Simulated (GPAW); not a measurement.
# diamond-type (Si)₁₋ₓ(Ge)ₓ at x = 0.25: the Si K absorption edge, part 3 of 3

Aim: the Si K edge in diamond-type (Si)₁₋ₓ(Ge)ₓ at x = 0.25, one member of a composition series.

GPAW 26.7.0; X-ray absorption from dipole matrix elements to empty bands, plane-wave PAW LDA.

So far. Step 5 (Spectrum with XCH, Si atom 1): Main maxima below 24 eV (height): 1.7 eV (1.37), 3.7 eV (1.82), 6.9 eV (1.36), 9.6 eV (1.15), 12.8 eV (1.11) and 17.5 eV (0.82). A K edge sees empty p states on the absorber. Step 5 (Spectrum with XCH, Si atom 1): The total-energy difference is 1843.64 eV. One term is added: -14.86 eV, since the hole is spin-paired here and a spin-polarised one costs that much less in the free atom (computed apart). The photon energy is then 1828.78 eV.

## (7) Spectrum with XCH, Ge atom 6

The holes are 7.8 Å apart. The excited electron is kept in the cell, where it fills the lowest empty states and screens the hole. After the field has converged, empty bands are computed with the density fixed and the dipole matrix elements are summed.

The absorber has 1 Si at 2.39 Å, 2 Si at 2.39 Å and 1 Ge at 2.42 Å (tetrahedral).

Contents of xas.py:

```python
import numpy as np
from ase import Atoms
from ase.parallel import parprint, paropen
from gpaw import GPAW, PW, FermiDirac, Mixer, MixerDif, setup_paths
from gpaw.test import gen
setup_paths.insert(0, '.')
gen('Ge', name='fch1s', xcname='LDA', corehole=(1, 0, 1), write_xml=True)
from gpaw.mpi import world
world.barrier()

atoms = Atoms('Si4Ge2SiGe2Si7',
    cell=[[0, 5.48775, 5.48775],
     [5.48775, 0, 5.48775],
     [5.48775, 5.48775, 0]],
    scaled_positions=[[0.998015, 0.0057001, 0.0004011],
     [0.1223785, 0.1234213, 0.129048],
     [0.9987597, 0.0036524, 0.4998673],
     [0.1258761, 0.1236165, 0.6266981],
     [0.99947, 0.4985833, 0.0006697],
     [0.1253926, 0.6278442, 0.1274004],
     [0.9973323, 0.4956902, 0.5037315],
     [0.1284318, 0.6259039, 0.6185431],
     [0.5001378, 0.9993324, 0.9990412],
     [0.6258623, 0.1268474, 0.1252083],
     [0.5009491, 0.0004329, 0.4986791],
     [0.6266707, 0.1271166, 0.6197889],
     [0.5032823, 0.4988391, 0.9996007],
     [0.624514, 0.6216402, 0.1264726],
     [0.5063884, 0.499174, 0.4972088],
     [0.6253755, 0.6251838, 0.6258858]],
    pbc=True)
atoms.calc = calc = GPAW(legacy_gpaw=True, mode=PW(400, force_complex_dtype=True), xc='LDA', setups={5: 'fch1s'},
    kpts={'size': (3, 3, 3), 'gamma': True}, occupations=FermiDirac(0.04),
    charge=-1, mixer=Mixer(0.1, 5, 50), maxiter=150,
    convergence={'density': 0.0001, 'eigenstates': 1e-6}, txt='scf.txt')
energy = atoms.get_potential_energy() + calc.get_reference_energy()
ef = calc.get_fermi_level()
out = dict(energy=energy, fermi=ef, forces=atoms.get_forces().tolist())
parprint(f'all-electron energy {energy:.4f} eV, Fermi level {ef:.4f} eV')
ev = np.array([[calc.get_eigenvalues(k, s) for k in range(len(calc.get_ibz_k_points()))] for s in range(calc.get_number_of_spins())])
out['homo'], out['lumo'], out['counts'] = ev[ev < ef].max(), ev[ev > ef].min(), sorted(set((ev < ef).sum((0, 2)).tolist()))
out['filled'] = (ev[:, 0] < ef).sum(1).tolist()

from ase.units import Ha
from gpaw.xas import dipole_matrix_elements
nb = int(calc.get_number_of_electrons() / 2) + 169
top, nb = nb, nb + 8 + nb // 12
nscf = calc.fixed_density(kpts={'size': (4, 4, 4), 'gamma': True}, nbands=nb,
    convergence={'bands': top, 'eigenstates': 5e-3}, maxiter=60, txt='nscf.txt')
cell = atoms.cell.array
ops = [cell.T @ U.T @ np.linalg.inv(cell.T) for U in nscf.wfs.kd.symmetry.op_scc]
filled = [32]  # bands filled in the ground state, by spin
E = np.arange(-6, 30, 0.1)
fwhm = np.interp(E, [4, 25], [1.96, 3.5])
Y, X, zero, highest = 0, 0, 1e9, 1e9
for spin in range(nscf.get_number_of_spins()):
    wfs = nscf.wfs
    mine = wfs.bd.get_slice()  # this rank's bands
    A = dipole_matrix_elements(wfs.setups[5])
    eps = np.zeros((wfs.kd.nibzkpts, nb))
    d = np.zeros((3, A.shape[1], wfs.kd.nibzkpts, nb), complex)
    for kpt in wfs.kpt_u:
        if kpt.s == spin and 5 in kpt.P_ani:
            eps[kpt.k, mine] = kpt.eps_n * Ha
            d[:, :, kpt.k, mine] = (kpt.weight * wfs.nspins / 2) ** 0.5 * np.inner(A, kpt.P_ani[5])
    world.sum(eps)
    world.sum(d)
    T = np.einsum('amkn,bmkn->abkn', d, d.conj()).real
    T = sum(np.einsum('ai,ijkn,bj->abkn', R, T, R) for R in ops) / len(ops)
    empty = np.ones_like(eps, bool) & (np.arange(nb) >= filled[spin])
    zero, highest = min(zero, eps[empty].min()), min(highest, eps[:, top - 1].min())
    lines = [(eps, T, empty)] if spin == 0 else lines + [(eps, T, empty)]
for eps, T, empty in lines:
    f = np.einsum('aakn->akn', T).reshape(3, -1)
    x = eps.ravel() - zero
    w = np.interp(x, E, fwhm) / 2.35482
    g = np.exp(-0.5 * ((E[:, None] - x) / w) ** 2) / (w * (2 * np.pi) ** 0.5)
    Y = Y + (f * empty.ravel()) @ g.T
    X = X + (f * ~empty.ravel()) @ g.T
out.update(E=E.round(2).tolist(), xas=Y.tolist(), xes=X.tolist(), zero=zero, valid=highest - zero, nk=len(eps), nb=nb)
for i in range(0, len(E), 10):
    parprint(f'{E[i]:7.2f}', *(f'{v:10.3e}' for v in Y[:, i]))
import json
with paropen('out.json', 'w') as f:
    json.dump(out, f)
```

Run with:

```
> OMP_NUM_THREADS=1 mpirun -n 4 gpaw python xas.py
```

Numbers of over 12 decimals in the logs are rounded to 6 here.

What it wrote:

```text
Input parameters:
  charge: -1
  convergence: {density: 0.0001,
                eigenstates: 1e-06}
  kpts: {gamma: True,
         size: (3, 3, 3)}
  maxiter: 150
  mixer: {backend: pulay,
          beta: 0.1,
          method: separate,
          nmaxold: 5,
          weight: 50}
  mode: {ecut: 400.0,
         force_complex_dtype: True,
         name: pw}
  occupations: {fixmagmom: False,
[...]
*p    :     0.500818
*d    :     0.000000
--------------------------------

Diagonalizing with gridspacing h=0.050

state   all-electron     PAW
-------------------------------
4s:      -0.854104    -0.854489
4p:      -0.499182    -0.499521
*d:                   -0.122195
*f:                   -0.020524
-------------------------------
all-electron energy -311350.4250 eV, Fermi level 5.8228 eV
[...]
28.00  1.363e-07  1.363e-07  1.368e-07
  29.00  1.261e-07  1.262e-07  1.266e-07
[key lines of the parts left out:]
Converged after 17 iterations.
Dipole moment: (-25.198534, -23.518870, -24.618226) |e|*Ang
Free energy:   -100.995169
Fermi level: 5.82276
```

Elapsed: 4.2 min, on 4 MPI ranks of Arm Neoverse V2, shared host; peak memory 0.63 GiB.

The Ge K spectrum, Ge atom 6, excited-electron core hole (neutral cell) (energy from the bottom of the conduction band, which holds the excited electron; intensity scaled to a mean of 1 over the first 20 eV):

| E (eV) | isotropic | ε ∥ x | ε ∥ z |
| --- | --- | --- | --- |
| -2.00 | 0.00 | 0.00 | 0.00 |
| -1.25 | 0.02 | 0.02 | 0.01 |
| -0.50 | 0.09 | 0.09 | 0.08 |
| 0.25 | 0.31 | 0.31 | 0.29 |
| 1.00 | 0.65 | 0.66 | 0.63 |
| 1.75 | 0.98 | 0.98 | 0.97 |
| 2.50 | 1.21 | 1.21 | 1.23 |
| 3.25 | 1.40 | 1.38 | 1.44 |
| 4.00 | 1.45 | 1.43 | 1.49 |
| 4.75 | 1.30 | 1.29 | 1.31 |
| 5.50 | 1.09 | 1.10 | 1.08 |
| 6.25 | 1.03 | 1.05 | 1.01 |
| 7.00 | 1.09 | 1.11 | 1.07 |
| 7.75 | 1.08 | 1.09 | 1.05 |
| 8.50 | 1.00 | 1.01 | 0.98 |
| 9.25 | 1.00 | 1.00 | 0.99 |
| 10.00 | 1.04 | 1.03 | 1.05 |
| 10.75 | 1.04 | 1.04 | 1.06 |
| 11.50 | 1.05 | 1.05 | 1.06 |
| 12.25 | 1.08 | 1.08 | 1.08 |
| 13.00 | 1.08 | 1.08 | 1.09 |
| 13.75 | 1.04 | 1.03 | 1.05 |
| 14.50 | 0.95 | 0.94 | 0.97 |
| 15.25 | 0.87 | 0.86 | 0.89 |
| 16.00 | 0.83 | 0.82 | 0.85 |
| 16.75 | 0.84 | 0.83 | 0.86 |
| 17.50 | 0.86 | 0.85 | 0.87 |
| 18.25 | 0.85 | 0.84 | 0.86 |
| 19.00 | 0.81 | 0.81 | 0.81 |
| 19.75 | 0.78 | 0.78 | 0.76 |
| 20.50 | 0.75 | 0.75 | 0.74 |
| 21.25 | 0.73 | 0.73 | 0.73 |
| 22.00 | 0.70 | 0.70 | 0.70 |
| 22.75 | 0.67 | 0.67 | 0.67 |
| 23.50 | 0.66 | 0.66 | 0.65 |
| 24.25 | 0.68 | 0.69 | 0.67 |
| 25.00 | 0.75 | 0.76 | 0.73 |
| 25.75 | 0.84 | 0.84 | 0.83 |
| 26.50 | 0.92 | 0.92 | 0.92 |

Main maxima below 26 eV (height): 3.8 eV (1.46), 7.2 eV (1.10), 12.8 eV (1.08) and 17.6 eV (0.86). 

The energy difference (zero at 11117 eV) isn't read as a photon energy: for so heavy an absorber the terms left out (the hole's spin, the functional's error) amount to tens of eV or more.

## (8) Summary of results

```yaml
absorber_and_edge: Si K, atom 1 of the ground-state input (counted from 1)
surroundings: 1 Si at 2.35 Å, 1 Si at 2.36 Å, 1 Si at 2.37 Å and 1 Ge at 2.39 Å (tetrahedral)
highest_intensity_below_16_ev: 3.7 eV above the zero, height 1.82
photon_energy_of_the_zero_with_the_added_terms: 1828.8 eV (raw 1843.6 eV; LDA puts this hole about 8 eV below PBE, itself good to a few eV)
```

The Si K edge of atom 1, with 1 Si at 2.35 Å, 1 Si at 2.36 Å, 1 Si at 2.37 Å and 1 Ge at 2.39 Å (tetrahedral), has its highest intensity of the first 16 eV at 3.7 eV above the zero, near 1832 eV in photon energy (LDA puts this hole about 8 eV below PBE, itself good to a few eV), 1.8 times the mean level of the first 20 eV (Gaussian full width 0.9 eV up to 4 eV, rising linearly to 3.5 eV at 25 eV). The mesh is coarse (0.25 Å⁻¹ between points), so small maxima may be mesh ripples.

[Banner, clock and machine lines of the logs are left out without a mark of their own.]

[Logs are printed without paths, hosts, clocks, repeated set-up lines and the standing remarks that a program may print on its own settings, such as how far it seeks lower states.]

[Hosts, paths, dates, database ids (printed as entryN), source tags and the programs' standing remarks are cut or masked in the printed files.]

[Lists of maxima count a maximum above −3 eV only where it reaches 4 % of the highest in the window and stands out from its surroundings by 2 % of it (1.5 % where it reaches 55 %); shoulders and weaker maxima are passed over, and of the rest the first, up to two pre-edge ones and the few strongest are named.]
